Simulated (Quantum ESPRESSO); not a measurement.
## AlFe with and without spin polarisation

Wanted: the size of the moments of AlFe in the parallel state.

Program: Quantum ESPRESSO 7.5. Level of theory: PBE; plane waves with GBRV 1.5 PBE potentials, no spin-orbit coupling. Results are calculated unless marked as measured.

## Step 1: Set-up

Symmetry: P4_2/mmc, No. 131, tetragonal system. The conventional cell has a = 5.866 Å, b = 5.866 Å, c = 2.933 Å, α = 90.00°, β = 90.00°, γ = 90.00°. Nearest to Fe lie 4 Fe at 2.54 Å and 4 Al at 2.54 Å. Al has 4 Fe at 2.54 Å and 4 Al at 2.54 Å nearest. Farther neighbours are not listed.

The cell was typed by rule, not taken from a database of measured structures.

## Step 2: Start 1: ferro ++++

The signs are those of the starting moments on the seeded atoms, the atoms that are given a moment.

File pw.in:

```
&CONTROL
  calculation = 'scf'
  prefix = 'pwscf'
  outdir = './tmp'
  pseudo_dir = './pseudo'
  disk_io = 'nowf'
/
&SYSTEM
  ibrav = 0
  celldm(1) = 8
  nat = 8
  ntyp = 2
  ecutwfc = 40
  ecutrho = 280
  nbnd = 55
  occupations = 'smearing'
  smearing = 'fd'
  degauss = 0.00367493
  nspin = 2
  starting_magnetization(1) = 0.1562
  starting_magnetization(2) = 0
/
&ELECTRONS
  conv_thr = 1.6d-08
  electron_maxstep = 150
  mixing_beta = 0.3
/
ATOMIC_SPECIES
Fe     55.8450 fe_pbe_v1.5.uspp.F.UPF
Al     26.9815 al_pbe_v1.uspp.F.UPF
CELL_PARAMETERS alat
   1.3856416808818    0.0000000000000    0.0000000000000
   0.0000000000000    1.3856416808818    0.0000000000000
   0.0000000000000    0.0000000000000    0.6928208404409
ATOMIC_POSITIONS crystal
Fe      0.0000000000    0.0000000000    0.0000000000
Fe      0.2500000000    0.2500000000    0.5000000000
Al      0.0000000000    0.5000000000    0.0000000000
Fe      0.2500000000    0.7500000000    0.5000000000
Fe      0.5000000000    0.0000000000    0.0000000000
Al      0.7500000000    0.2500000000    0.5000000000
Al      0.5000000000    0.5000000000    0.0000000000
Al      0.7500000000    0.7500000000    0.5000000000
K_POINTS automatic
6 6 11 0 0 0
```

Run with:

```console
$ OMP_NUM_THREADS=1 mpirun -n 4 pw.x -nk 4 -in pw.in > pw.out
```

The program printed:

```text
Program PWSCF v.7.5 starts

     Message from routine setup:
     using ibrav=0 with symmetry is DISCOURAGED, use correct ibrav instead

     K-points division:     npool     =       4
     Subspace diagonalization in iterative solution of the eigenvalue problem:

     G-vector sticks info
     --------------------
     sticks:   dense  smooth     PW     G-vecs:    dense   smooth      PW
     Sum        2733    1565    481                53865    23291    3885

     Using Slab Decomposition

     bravais-lattice index     =            0
     lattice parameter (alat)  =       8.0000  a.u.
     unit-cell volume          =     681.0716 (a.u.)^3
     number of atoms/cell      =            8
     number of atomic types    =            2
     number of electrons       =        76.00
     number of Kohn-Sham states=           55
     kinetic-energy cutoff     =      40.0000  Ry
     charge density cutoff     =     280.0000  Ry
     scf convergence threshold =      1.6E-08
     mixing beta               =       0.3000
     number of iterations used =            8  plain     mixing
     Exchange-correlation= SLA  PW   PBE  PBE
                           (   1   4   3   4   0   0   0)

     celldm(1)=   8.000000  celldm(2)=   0.000000  celldm(3)=   0.000000
     celldm(4)=   0.000000  celldm(5)=   0.000000  celldm(6)=   0.000000

     crystal axes: (cart. coord. in units of alat)
               a(1) = (   1.385642   0.000000   0.000000 )
               a(2) = (   0.000000   1.385642   0.000000 )
               a(3) = (   0.000000   0.000000   0.692821 )

     reciprocal axes: (cart. coord. in units 2 pi/alat)
               b(1) = (  0.721687  0.000000  0.000000 )
               b(2) = (  0.000000  0.721687  0.000000 )
               b(3) = (  0.000000  0.000000  1.443375 )

     PseudoPot. # 1 for Fe read from file:
     fe_pbe_v1.5.uspp.F.UPF
     Pseudo is Ultrasoft + core correction, Zval = 16.0
     Generated by new atomic code, or converted to UPF format
     Using radial grid of  861 points,  6 beta functions with:
                l(1) =   0
                l(2) =   0
                l(3) =   1
                l(4) =   1
                l(5) =   2
                l(6) =   2
     Q(r) pseudized with  8 coefficients,  rinner =    1.000   1.000   1.000
                                                       1.000   1.000

     PseudoPot. # 2 for Al read from file:
     al_pbe_v1.uspp.F.UPF
     Pseudo is Ultrasoft + core correction, Zval =  3.0
     Generated by new atomic code, or converted to UPF format
     Using radial grid of  893 points,  3 beta functions with:
                l(1) =   0
                l(2) =   1
                l(3) =   2
     Q(r) pseudized with  8 coefficients,  rinner =    0.900   0.900   0.900
                                                       0.900   0.900

     atomic species   valence    mass     pseudopotential
     Fe               16.00    55.84500     Fe( 1.00)
     Al                3.00    26.98150     Al( 1.00)

     Starting magnetic structure
     atomic species   magnetization
     Fe              0.156
     Al              0.000

     16 Sym. Ops., with inversion, found (12 have fractional translation)

   Cartesian axes

     site n.     atom                  positions (alat units)
         1        Fe     tau(   1) = (   0.0000000   0.0000000   0.0000000  )
         2        Fe     tau(   2) = (   0.3464104   0.3464104   0.3464104  )
         3        Al     tau(   3) = (   0.0000000   0.6928208   0.0000000  )
         4        Fe     tau(   4) = (   0.3464104   1.0392313   0.3464104  )
         5        Fe     tau(   5) = (   0.6928208   0.0000000   0.0000000  )
         6        Al     tau(   6) = (   1.0392313   0.3464104   0.3464104  )
         7        Al     tau(   7) = (   0.6928208   0.6928208   0.0000000  )
         8        Al     tau(   8) = (   1.0392313   1.0392313   0.3464104  )

     number of k points=    60  Fermi-Dirac smearing, width (Ry)=  0.0037
                       cart. coord. in units 2pi/alat
        k(    1) = (   0.0000000   0.0000000   0.0000000), wk =   0.0025253
        k(    2) = (   0.0000000   0.0000000   0.1312159), wk =   0.0050505
        k(    3) = (   0.0000000   0.0000000   0.2624317), wk =   0.0050505
        k(    4) = (   0.0000000   0.0000000   0.3936476), wk =   0.0050505
        k(    5) = (   0.0000000   0.0000000   0.5248635), wk =   0.0050505
        [... 55 further k-points ...]

     Dense  grid:    53865 G-vectors     FFT dimensions: (  60,  60,  30)

     Smooth grid:    23291 G-vectors     FFT dimensions: (  48,  48,  24)

     Check: negative core charge=   -0.000030
     Generating pointlists ...
     new r_m :   0.2475 (alat units)  1.9800 (a.u.) for type    1
     new r_m :   0.2475 (alat units)  1.9800 (a.u.) for type    2

     Initial potential from superposition of free atoms

     starting charge      71.9901, renormalised to      76.0000
     Starting wfcs are   68 randomized atomic wfcs

     Self-consistent Calculation

     iteration #  1     ecut=    40.00 Ry     beta= 0.30
     Davidson diagonalization with overlap
     ethr =  1.00E-02,  avg # of iterations =  4.6

     total energy              =   -1024.16595484 Ry
     estimated scf accuracy    <      12.44767938 Ry

     total magnetization       =     6.20 Bohr mag/cell
     absolute magnetization    =     6.83 Bohr mag/cell

     iteration #  2     ecut=    40.00 Ry     beta= 0.30
     Davidson diagonalization with overlap
     ethr =  1.00E-02,  avg # of iterations =  2.5

     total energy              =   -1025.24380569 Ry
     estimated scf accuracy    <      31.16394905 Ry

     total magnetization       =     2.07 Bohr mag/cell
     absolute magnetization    =     3.01 Bohr mag/cell

     iteration #  3     ecut=    40.00 Ry     beta= 0.30
     Davidson diagonalization with overlap
     ethr =  1.00E-02,  avg # of iterations =  1.8

     total energy              =   -1028.20016457 Ry
     estimated scf accuracy    <       0.13935046 Ry

     total magnetization       =     7.78 Bohr mag/cell
     absolute magnetization    =     8.41 Bohr mag/cell

     [... further iterations left out ...]

     iteration # 12     ecut=    40.00 Ry     beta= 0.30
     Davidson diagonalization with overlap
     ethr =  2.01E-09,  avg # of iterations =  3.4

     total energy              =   -1028.24608768 Ry
     estimated scf accuracy    <       0.00000022 Ry

     total magnetization       =     8.35 Bohr mag/cell
     absolute magnetization    =     9.47 Bohr mag/cell

     iteration # 13     ecut=    40.00 Ry     beta= 0.30
     Davidson diagonalization with overlap
     ethr =  2.86E-10,  avg # of iterations =  2.3

     total energy              =   -1028.24608784 Ry
     estimated scf accuracy    <       0.00000003 Ry

     total magnetization       =     8.35 Bohr mag/cell
     absolute magnetization    =     9.47 Bohr mag/cell

     iteration # 14     ecut=    40.00 Ry     beta= 0.30
     Davidson diagonalization with overlap
     ethr =  3.50E-11,  avg # of iterations =  2.3

     total energy              =   -1028.24608789 Ry
     estimated scf accuracy    <       0.00000002 Ry

     total magnetization       =     8.35 Bohr mag/cell
     absolute magnetization    =     9.47 Bohr mag/cell

     iteration # 15     ecut=    40.00 Ry     beta= 0.30
     Davidson diagonalization with overlap
     ethr =  3.12E-11,  avg # of iterations =  2.2

     Magnetic moment per site  (integrated on atomic sphere of radius R)
     atom   1 (R=0.248)  charge= 14.5537  magn=  2.1976
     atom   2 (R=0.248)  charge= 14.5537  magn=  2.1976
     atom   3 (R=0.248)  charge=  1.3836  magn= -0.0484
     atom   4 (R=0.248)  charge= 14.5537  magn=  2.1976
     atom   5 (R=0.248)  charge= 14.5537  magn=  2.1976
     atom   6 (R=0.248)  charge=  1.3836  magn= -0.0484
     atom   7 (R=0.248)  charge=  1.3836  magn= -0.0484
     atom   8 (R=0.248)  charge=  1.3836  magn= -0.0484

     End of self-consistent calculation

     Number of k-points >= 100: set verbosity='high' to print the bands.

     the Fermi energy is    13.5772 ev

!    total energy              =   -1028.24608794 Ry
     estimated scf accuracy    <          4.4E-10 Ry
     smearing contrib. (-TS)   =      -0.00351126 Ry
     internal energy E=F+TS    =   -1028.24257668 Ry

     The total energy is F=E-TS. E is the sum of the following terms:
     one-electron contribution =    -816.63697311 Ry
     hartree contribution      =     444.18648295 Ry
     xc contribution           =    -134.50489043 Ry
     ewald contribution        =    -521.28719608 Ry

     total magnetization       =     8.35 Bohr mag/cell
     absolute magnetization    =     9.47 Bohr mag/cell

     convergence has been achieved in  15 iterations

=------------------------------------------------------------------------------=
   JOB DONE.
=------------------------------------------------------------------------------=
```

Wall time 2.1 min (4 MPI ranks of Intel Xeon at 2.70GHz, shared host); peak memory 0.84 GiB.

Spin moment in the atom's sphere by atom:

```csv
atom,spin moment in the atom's sphere (μB)
Fe1,2.20
Fe2,2.20
Al3,-0.05
Fe4,2.20
Fe5,2.20
Al6,-0.05
Al7,-0.05
Al8,-0.05
```

Numbers from this step:

| Quantity | Value |
| --- | --- |
| smearing term TS | 0.04777 eV |
| magnetization | 8.349 μB |
| absolute magnetization | 9.471 μB |
| final state | ferromagnetic |

Spin density in the ab plane at fractional z = 0.000, with atoms of Fe and Al within 0.2 Å of it.

Values in e/Å³, 16 rows by 16 columns, each cell a mean:
```
3.3 1.0 0.2 0.0 0.0 0.1 0.4 2.0 3.2 1.0 0.2 0.0 0.0 0.0 0.4 1.9
0.7 0.2 0.0 0.0 0.0 0.0 0.1 0.4 0.7 0.2 0.1 0.0 0.0 0.0 0.1 0.4
0.1 0.0 0.0 0.0 0.0 0.0 0.0 0.1 0.1 0.1 0.0 0.0 0.0 0.0 0.0 0.1
0.0 0.0 0.0 0.0 0.0 0.0 0.0 0.0 0.0 0.0 0.0 0.0 0.0 0.0 0.0 0.0
0.0 0.0 0.0 0.0 0.0 0.0 0.0 0.0 0.0 0.0 0.0 0.0 0.0 0.0 0.0 0.0
0.0 0.0 0.0 0.0 0.0 0.0 0.0 0.0 0.0 0.0 0.0 0.0 0.0 0.0 0.0 0.0
0.0 0.0 0.0 0.0 0.0 0.0 0.0 0.0 0.0 0.0 0.0 0.0 0.0 0.0 0.0 0.0
0.0 0.0 0.0 0.0 0.0 0.0 0.0 0.0 0.0 0.0 0.0 0.0 0.0 0.0 0.0 0.0
0.0 0.0 0.0 0.0 0.0 0.0 0.0 0.0 0.0 0.0 0.0 0.0 0.0 0.0 0.0 0.0
0.0 0.0 0.0 0.0 0.0 0.0 0.0 0.0 0.0 0.0 0.0 0.0 0.0 0.0 0.0 0.0
0.0 0.0 0.0 0.0 0.0 0.0 0.0 0.0 0.0 0.0 0.0 0.0 0.0 0.0 0.0 0.0
0.0 0.0 0.0 0.0 0.0 0.0 0.0 0.0 0.0 0.0 0.0 0.0 0.0 0.0 0.0 0.0
0.0 0.0 0.0 0.0 0.0 0.0 0.0 0.0 0.0 0.0 0.0 0.0 0.0 0.0 0.0 0.0
0.3 0.1 0.0 0.0 0.0 0.0 0.0 0.2 0.3 0.1 0.0 0.0 0.0 0.0 0.1 0.2
1.8 0.5 0.1 0.0 0.0 0.0 0.2 1.1 1.8 0.5 0.1 0.0 0.0 0.0 0.2 1.0
4.5 1.7 0.2 0.0 0.0 0.1 0.6 3.2 4.4 1.7 0.2 0.0 0.0 0.1 0.6 3.2
```
Columns run along a (5.9 Å), rows up along b (5.9 Å). Atoms in or near the plane, at fractional coordinates: Fe at (0.00, 0.00), Al at (0.00, 0.50), Fe at (0.50, 0.00), Al at (0.50, 0.50).

Valence density in the ab plane at fractional z = 0.000, with atoms of Fe and Al within 0.2 Å of it. It is the smooth field of the valence electrons, not physical close to the nuclei.

Values in e/Å³, 16 rows by 16 columns, each cell a mean:
```
19  7  1  0  0  0  2 14 19  7  1  0  0  0  2 14
 3  1  0  0  0  0  1  2  3  1  0  0  0  0  1  2
 0  0  0  0  0  0  0  0  0  0  0  0  0  0  0  0
 0  0  0  0  0  0  0  0  0  0  0  0  0  0  0  0
 0  0  0  0  0  0  0  0  0  0  0  0  0  0  0  0
 0  0  0  0  0  0  0  0  0  0  0  0  0  0  0  0
 0  0  0  0  0  0  0  0  0  0  0  0  0  0  0  0
 1  0  0  0  0  0  0  0  1  0  0  0  0  0  0  0
 0  0  0  0  0  0  0  0  0  0  0  0  0  0  0  0
 0  0  0  0  0  0  0  0  0  0  0  0  0  0  0  0
 0  0  0  0  0  0  0  0  0  0  0  0  0  0  0  0
 0  0  0  0  0  0  0  0  0  0  0  0  0  0  0  0
 0  0  0  0  0  0  0  0  0  0  0  0  0  0  0  0
 1  1  0  0  0  0  0  1  1  1  0  0  0  0  0  1
10  3  1  0  0  0  1  7 10  3  1  0  0  0  1  7
22 10  1  0  0  0  3 19 22 10  1  0  0  0  3 19
```
Columns run along a (5.9 Å), rows up along b (5.9 Å). Atoms in or near the plane, at fractional coordinates: Fe at (0.00, 0.00), Al at (0.00, 0.50), Fe at (0.50, 0.00), Al at (0.50, 0.50).

## Step 3: Start 2: no spin polarisation

Edit pw.in of step 2 so:

```diff
@@ -14,3 +14,3 @@
   ecutrho = 280
-  nbnd = 55
+  nbnd = 50
   occupations = 'smearing'
@@ -18,5 +18,2 @@
   degauss = 0.00367493
-  nspin = 2
-  starting_magnetization(1) = 0.1562
-  starting_magnetization(2) = 0
 /
```

The program printed:

```text
[banner, memory and clock lines left out]
Program PWSCF v.7.5 starts

     Message from routine setup:
     using ibrav=0 with symmetry is DISCOURAGED, use correct ibrav instead

     bravais-lattice index     =            0
     lattice parameter (alat)  =       8.0000  a.u.
     unit-cell volume          =     681.0716 (a.u.)^3
     number of atoms/cell      =            8
     number of atomic types    =            2
     number of electrons       =        76.00
     number of Kohn-Sham states=           50
     kinetic-energy cutoff     =      40.0000  Ry
     charge density cutoff     =     280.0000  Ry
     scf convergence threshold =      1.6E-08
     mixing beta               =       0.3000
     number of iterations used =            8  plain     mixing
     Exchange-correlation= SLA  PW   PBE  PBE
                           (   1   4   3   4   0   0   0)

     celldm(1)=   8.000000  celldm(2)=   0.000000  celldm(3)=   0.000000
     celldm(4)=   0.000000  celldm(5)=   0.000000  celldm(6)=   0.000000

     crystal axes: (cart. coord. in units of alat)
               a(1) = (   1.385642   0.000000   0.000000 )
               a(2) = (   0.000000   1.385642   0.000000 )
               a(3) = (   0.000000   0.000000   0.692821 )

     reciprocal axes: (cart. coord. in units 2 pi/alat)
               b(1) = (  0.721687  0.000000  0.000000 )
               b(2) = (  0.000000  0.721687  0.000000 )
               b(3) = (  0.000000  0.000000  1.443375 )

     PseudoPot. # 1 for Fe read from file:
     fe_pbe_v1.5.uspp.F.UPF
     Pseudo is Ultrasoft + core correction, Zval = 16.0

     PseudoPot. # 2 for Al read from file:
     al_pbe_v1.uspp.F.UPF
     Pseudo is Ultrasoft + core correction, Zval =  3.0

     atomic species   valence    mass     pseudopotential
     Fe               16.00    55.84500     Fe( 1.00)
     Al                3.00    26.98150     Al( 1.00)

     16 Sym. Ops., with inversion, found (12 have fractional translation)

   Cartesian axes

     site n.     atom                  positions (alat units)
         1        Fe     tau(   1) = (   0.0000000   0.0000000   0.0000000  )
         2        Fe     tau(   2) = (   0.3464104   0.3464104   0.3464104  )
         3        Al     tau(   3) = (   0.0000000   0.6928208   0.0000000  )
         4        Fe     tau(   4) = (   0.3464104   1.0392313   0.3464104  )
         5        Fe     tau(   5) = (   0.6928208   0.0000000   0.0000000  )
         6        Al     tau(   6) = (   1.0392313   0.3464104   0.3464104  )
         7        Al     tau(   7) = (   0.6928208   0.6928208   0.0000000  )
         8        Al     tau(   8) = (   1.0392313   1.0392313   0.3464104  )

     number of k points=    60  Fermi-Dirac smearing, width (Ry)=  0.0037
                       cart. coord. in units 2pi/alat
        k(    1) = (   0.0000000   0.0000000   0.0000000), wk =   0.0050505
        k(    2) = (   0.0000000   0.0000000   0.1312159), wk =   0.0101010
        k(    3) = (   0.0000000   0.0000000   0.2624317), wk =   0.0101010
        k(    4) = (   0.0000000   0.0000000   0.3936476), wk =   0.0101010
        k(    5) = (   0.0000000   0.0000000   0.5248635), wk =   0.0101010
        [... 55 further k-points ...]

     Dense  grid:    53865 G-vectors     FFT dimensions: (  60,  60,  30)

     Smooth grid:    23291 G-vectors     FFT dimensions: (  48,  48,  24)

     Check: negative core charge=   -0.000030

     Initial potential from superposition of free atoms

     starting charge      71.9901, renormalised to      76.0000
     Starting wfcs are   68 randomized atomic wfcs

     Self-consistent Calculation

     iteration #  1     ecut=    40.00 Ry     beta= 0.30
     Davidson diagonalization with overlap
     ethr =  1.00E-02,  avg # of iterations =  3.4

     total energy              =   -1023.83229166 Ry
     estimated scf accuracy    <      13.20933347 Ry

     iteration #  2     ecut=    40.00 Ry     beta= 0.30
     Davidson diagonalization with overlap
     ethr =  1.00E-02,  avg # of iterations =  3.2

     total energy              =   -1024.74059796 Ry
     estimated scf accuracy    <      37.73331696 Ry

     [... further iterations left out ...]

     iteration # 13     ecut=    40.00 Ry     beta= 0.30
     Davidson diagonalization with overlap
     ethr =  1.28E-10,  avg # of iterations =  3.3

     total energy              =   -1028.14315577 Ry
     estimated scf accuracy    <       0.00000002 Ry

     iteration # 14     ecut=    40.00 Ry     beta= 0.30
     Davidson diagonalization with overlap
     ethr =  3.09E-11,  avg # of iterations =  1.5

     End of self-consistent calculation

     [... lines left out ...]
     the Fermi energy is    13.3501 ev

!    total energy              =   -1028.14315578 Ry
     estimated scf accuracy    <          4.8E-09 Ry
     smearing contrib. (-TS)   =      -0.00954735 Ry
     internal energy E=F+TS    =   -1028.13360842 Ry

     The total energy is F=E-TS. E is the sum of the following terms:
     one-electron contribution =    -816.77490570 Ry
     hartree contribution      =     443.91820119 Ry
     xc contribution           =    -133.98970784 Ry
     ewald contribution        =    -521.28719608 Ry

     convergence has been achieved in  14 iterations
```

Elapsed: 58 s, on 4 MPI ranks; peak memory 0.5 GiB; 3.8 min of CPU time.

Read from the output:

* smearing term TS: 0.1299 eV
* final state: non-magnetic (no spin polarisation)

## Step 4: Energies of the orders

An order is kept where moments of 0.15 μB or more survive with the typed signs; meshes match where a doubled cell samples the same k points as the first cell.

Orders:

```csv
start,final state,typed order kept,energy over the lowest (meV a seeded atom),largest site moment (μB),net moment (μB a cell of the first run),mesh matched,CPU time (s)
ferro ++++,ferromagnetic,yes,0,2.198,8.349,yes,498.1
no spin polarisation,non-magnetic,-,350.1,0,0,yes,230.8
```

## Step 5: Summary of results

```json
{
  "state found": "ferromagnetic (from ferro ++++)",
  "largest site moment": "2.20 μB",
  "state without moments": "350 meV a seeded atom higher"
}
```

No opposed start was run, so this says nothing of the order that the crystal takes. The cell was built by rule and the atoms were not relaxed, which can move these energies.

[Logs and program files are shortened in this print: banners, set-up blocks, solver, clock and traceback lines can be left out without a mark of their own.]

[Logs are printed without paths, hosts, clocks, repeated set-up lines and the standing remarks that a program may print on its own settings, such as how far it seeks lower states.]

[Hosts, paths, dates, database ids (printed as entryN), source tags and the programs' standing remarks are cut or masked in the printed files.]

[Where a cell is said to come from a database of computed structures, the database is the Materials Project.]
